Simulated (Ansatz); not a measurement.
# Lattice dynamics of (AlAs)2(GaP)1 [001] superlattice, started as zinc blende

Aim: the phonons of (AlAs)2(GaP)1 [001] superlattice, started as zinc blende at a cell relaxed beforehand at this level.

Program: Ansatz 0.2.0. Level of theory: DFT PBE, scalar-relativistic, plane waves, PAW. Results are calculated unless marked as measured.

The structure was built from a prototype and need not be the compound's stable phase.

Symmetry: Imm2, No. 44, orthorhombic system. Conventional cell: a = 3.999 Å, b = 4.001 Å, c = 16.967 Å, α = 90.00°, β = 90.00°, γ = 90.00°. Nearest to Al lie 2 P at 2.40 Å and 2 As at 2.47 Å. Nearest to Al lie 4 As at 2.47 Å. As has 4 Al at 2.47 Å nearest. Nearest to As lie 2 Al at 2.47 Å and 2 Ga at 2.47 Å. Ga has 2 P at 2.42 Å and 2 As at 2.47 Å nearest. Nearest to P lie 2 Al at 2.40 Å and 2 Ga at 2.42 Å. Farther neighbours are not listed.

```json
{
 "space group (within 0.01 Å)": "Imm2",
 "volume per atom": "22.6 Å³",
 "gap on the k-mesh": "1.42 eV",
 "highest optical mode at the zone centre (no LO-TO term)": "406 cm⁻¹",
 "top of the zone-centre spectrum with the field": "417 cm⁻¹",
 "lowest optical zone-centre mode": "83.1 cm⁻¹",
 "mean high-frequency dielectric constant": "10.1",
 "mean static dielectric constant": "12.3",
 "largest Born charge (third of the trace)": "-2.35 e",
 "imaginary modes at Γ (the only wavevector solved)": "none"
}
```

The structure is stable against zone-centre distortions, since no mode there is imaginary; other wavevectors were not solved, so zone-boundary instabilities are untested. Without the field, the optical modes at Γ span 83 to 406 cm⁻¹. No dispersion was computed. The highest mode in this list at Γ, 406.4 cm⁻¹, has its largest share on Al (69 % of the kinetic energy). With the macroscopic field of the longitudinal modes the top of the zone-centre spectrum lies at 417 cm⁻¹, against 406 cm⁻¹ without it. Lattice motion raises the mean dielectric constant from 10.08 to 12.27. The strongest infrared line is at 352 cm⁻¹. Averaged over orientations, the strongest Raman line at 532 nm and 300 K is at 352 cm⁻¹, among the modes without the field; their longitudinal partners can be Raman active too. The tensors are the static, non-resonant ones, while 532 nm light (2.33 eV) lies above the computed gap. With the field response the log warns that the k mesh is coarse for the force constants too, so the frequencies may not be converged. The starting cell was built on a prototype and not taken from a measurement, so the phase need not exist. These are harmonic frequencies at zero temperature: anharmonic shifts, linewidths and thermal expansion are left out.

Q: Write an input and a launch command for the first run that leads to these results.

A: The input that was run:

Input file input.yaml:

```yaml
crystal:
  lattice:
    - [2.8288918193, 2.8288918193, 0.0]
    - [-2.8280233822, 2.8280233822, 0.0]
    - [2.8284576007, 0.0004342185, 8.4837094922]
  atoms:
    - { symbol: Al, position: [0.0039751517, -0.0039751517, -0.0079503033] }
    - { symbol: Al, position: [0.333494936, 0.666505064, 0.333010128] }
    - { symbol: As, position: [0.4187479385, 0.0812520615, 0.162504123] }
    - { symbol: As, position: [0.7484708738, 0.7515291262, 0.5030582525] }
    - { symbol: Ga, position: [0.6626140482, 0.3373859518, 0.6747719035] }
    - { symbol: P, position: [0.0826970518, 0.4173029482, 0.8346058965] }
kpoints:
  mp_grid: { grid: [8, 8, 8] }
hamiltonian:
  xc: pbe
scf:
  occupations: { method: fixed }
output:
  eigenvalues: true
phonons:
  method: dfpt
  dielectric: true
  rigid_motions: translations
  raman: true
```

Started as:

```
$ ansatz run input.yaml --threads 8 --pin off --max-ram 14336MiB --backend cpu --events-out ev --progress --plain --runs-dir out
```

[Logs are printed without paths, hosts, clocks, repeated set-up lines and the standing remarks that a program may print on its own settings, such as how far it seeks lower states.]

[Hosts, paths, dates, database ids (printed as entryN), source tags and the programs' standing remarks are cut or masked in the printed files.]
